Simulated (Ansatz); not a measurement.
# ρ(T) of Tm (P6_3/mmc) in two numbers

Can the computed ρ(T) of Tm (P6_3/mmc) be held by the Bloch–Grüneisen form, and does the fit predict a row it has not seen?

The resistivities were computed with Ansatz 0.2.0 (DFT PBE, scalar-relativistic, plane waves, norm-conserving pseudopotentials, 4f of the trivalent lanthanide in the core) from the linearised Boltzmann equation with harmonic phonons, on q 3×3×3, k 12×12×6, scattering 18×18×12; the fit below is done by hand on them.

Experimental background.

“CRC Handbook of Chemistry and Physics, 84th edition, Electrical Resistivity of Pure Metals” (2003, CRC Press, section 12, read from Wikipedia's data page) quotes from earlier work for Tm (bulk crystal): resistivity at 295 K 67.6 μΩ cm.

## 1. What is given

It takes space group P6_3/mmc (No. 194, hexagonal). The conventional cell has a = 3.547 Å, b = 3.547 Å, c = 5.501 Å, α = 90.00°, β = 90.00°, γ = 120.00°. Tm on site c is surrounded by 12 Tm at 3.43 to 3.55 Å.

This is the relaxed cell of the run, from steps not shown here.

The mean resistivity of the three axes from 50 to 800 K, with one row held back; the colder rows stay outside the fit and test it at the end:

```tsv
T (K)	ρ (μΩ cm)
50	5.391
80	11.30
100	15.03
150	23.91
200	32.54
273	45.02
300	?
400	66.8
500	84.17
600	101.7
800	137.2
```

## 2. Model and fit

Bloch and Grüneisen's form is ρ(T) = A (T/Θ)⁵ J₅(Θ/T), with J₅(z) the integral of x⁵/((eˣ − 1)(1 − e⁻ˣ)) from 0 to z. It goes as T⁵ far below Θ and as A T/(4Θ) far above. For a trial Θ the best A is the geometric mean of ρ/[(T/Θ)⁵ J₅] over the rows, and the scatter of that ratio measures the fit:

```tsv
Θ (K)	A (μΩ cm)	scatter (%)
88	56.32	8.4
118	77.40	4.7
134	89.28	2.4
148	100.1	0.7
162	111.4	2.5
184	130.1	6.6
222	165.6	14.4
```

The scatter is least at Θ = 148 K, with A = 100.1 μΩ cm (0.7 % r.m.s.).

```tsv
T (K)	computed	fit
50	5.391	5.393
80	11.30	11.25
100	15.03	15.01
150	23.91	24.04
200	32.54	32.81
273	45.02	45.42
400	66.8	67.13
500	84.17	84.14
600	101.7	101.1
800	137.2	135.0
```

## 3. Prediction and check

At T = 300 K, Θ/T = 0.493, J₅ = 0.01461 and (T/Θ)⁵ = 34.22, so the fit gives 50.05 μΩ cm. The computed value is 49.64 μΩ cm: the fit is off by +0.83 %. Outside its range, at 20 K, it gives 0.425 against 0.379 μΩ cm computed, 1.12 times that; at that temperature the run's own test moves by 8 % between meshes in the component that moves most. Among the rows used, the largest miss is -1.6 %, at 800 K.

## 4. What the two numbers mean

Θ = 148 K is 1.46 times ħω_log/k_B (101 K) and 0.86 of the highest phonon frequency (172 K). The high-temperature slope of the fit, A/(4Θ), is 0.169 μΩ cm/K. The same slope from the run's transport coupling and plasma energy, 2π k_B λ_tr/(ħ ε₀ ω_p²) with λ_tr = 0.657, 0.657, 0.641 (xx, yy, zz) and ħω_p = 3.52, 3.52, 5.30 (xx, yy, zz) eV, is 0.173 μΩ cm/K in the mean of the axes, +2.2 % from it. For comparison, the computed rows rise by 0.178 μΩ cm/K between the two hottest.

## 5. Results

- Θ: 148 K
- A: 100.1 μΩ cm
- scatter of the fit: 0.7 %
- held-back row at 300 K, fit against computed: 50.05 against 49.64 μΩ cm

**Reading.** Two numbers, Θ = 148 K and A = 100 μΩ cm, hold the computed ρ(T) from 50 to 800 K within 0.72 % r.m.s. and predict the held-back row within 0.83 %. By the run's own test the resistivity at 300 K moves by 10 % between its two finest scattering meshes, in the component that moves most. The mean hides an anisotropy: at 300 K the components are 61.1, 61.1, 26.8 (xx, yy, zz) μΩ cm. The 4f electrons are frozen in the core, and scattering by their moments is left out. Spin–orbit coupling is left out. The fit describes the calculation: impurities, thermal expansion, changes of phase and anharmonicity are in neither.

Computed beside measured:

| quantity | measured | q 3×3×3, fine 18×18×12 |
| --- | --- | --- |
| resistivity at 295 K (computed: phonon part alone; the measured value holds the sample's residual resistivity and scattering by disordered moments) (μΩ cm) | 67.6 | 48.78 (-27.8 %) |

Measured values from CRC Press, section 12, read from Wikipedia's data page (2003).

Verdict: The resistivity at 295 K is off by -27.8 %. The magnetic state of these runs (no moments) need not be that of the sample, so the match is not graded.

[Logs are printed without paths, hosts, clocks, repeated set-up lines and the standing remarks that a program may print on its own settings, such as how far it seeks lower states.]

[Hosts, paths, dates, database ids (printed as entryN), source tags and the programs' standing remarks are cut or masked in the printed files.]
